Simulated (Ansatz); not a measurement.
Planning a run of Ansatz 0.2.0 on InP (F-43m). The input:

```yaml
crystal:
  lattice:
    - [0.0, 2.93435, 2.93435]
    - [2.93435, 0.0, 2.93435]
    - [2.93435, 2.93435, 0.0]
  atoms:
    - { symbol: In, position: [0.0, 0.0, 0.0] }
    - { symbol: P, position: [0.25, 0.25, 0.25] }
kpoints:
  mp_grid: { grid: [4, 4, 4] }
  band_path:
    path:
      - [0.0, 0.0, 0.0]
      - [-0.5, -0.5, 0.0]
      - [-0.375, -0.375, 0.25]
      - [-0.375, 0.0, 0.375]
      - [0.0, 0.0, 0.5]
      - [-0.5, -0.25, 0.25]
    npoints: 1
hamiltonian:
  xc: hse06
  pseudopotentials: { kind: paw_fr, azcp: { folder: soft_1 } }
scf:
  occupations: { method: fermi_dirac, width: 0.02 }
  n_extra_bands: 8
magnetization:
  noncollinear: true
  spin_orbit: true
output:
  eigenvalues: true
```

```sh
ansatz run input.yaml --threads 3 --pin off --max-ram 92160MiB --backend cuda --events-out ev --progress --plain --runs-dir out --devices 1 --max-vram 13GiB
```

Question: Estimate wall time and host memory on 1 × NVIDIA H100 80GB HBM3 (shared by 6 runs) with 3 threads of AMD EPYC 7R13 (Zen 3), shared host.

It took 23 s; on shared hardware allow 12 s to 47 s. Peak host memory was 1.3 GiB. The sizes that set the cost: 965 plane waves a state, 8 irreducible k points and 15 SCF cycles.

Exact exchange couples every pair of k points and filled bands, so it costs far more than a semilocal run.

[Paths, hosts, dates, memory and timing lines, banners, echoed tables and standing remarks are left out of the program output.]

[Logs are printed without paths, hosts, clocks, repeated set-up lines and the standing remarks that a program may print on its own settings, such as how far it seeks lower states.]

[Runs of the session that timed out or met a known fault of the program may be left out.]

[Cells called generated may have been cut or substituted from an entry of the Crystallography Open Database or the Materials Project.]

[Hosts, paths, dates, database ids (printed as entryN), source tags and the programs' standing remarks are cut or masked in the printed files.]
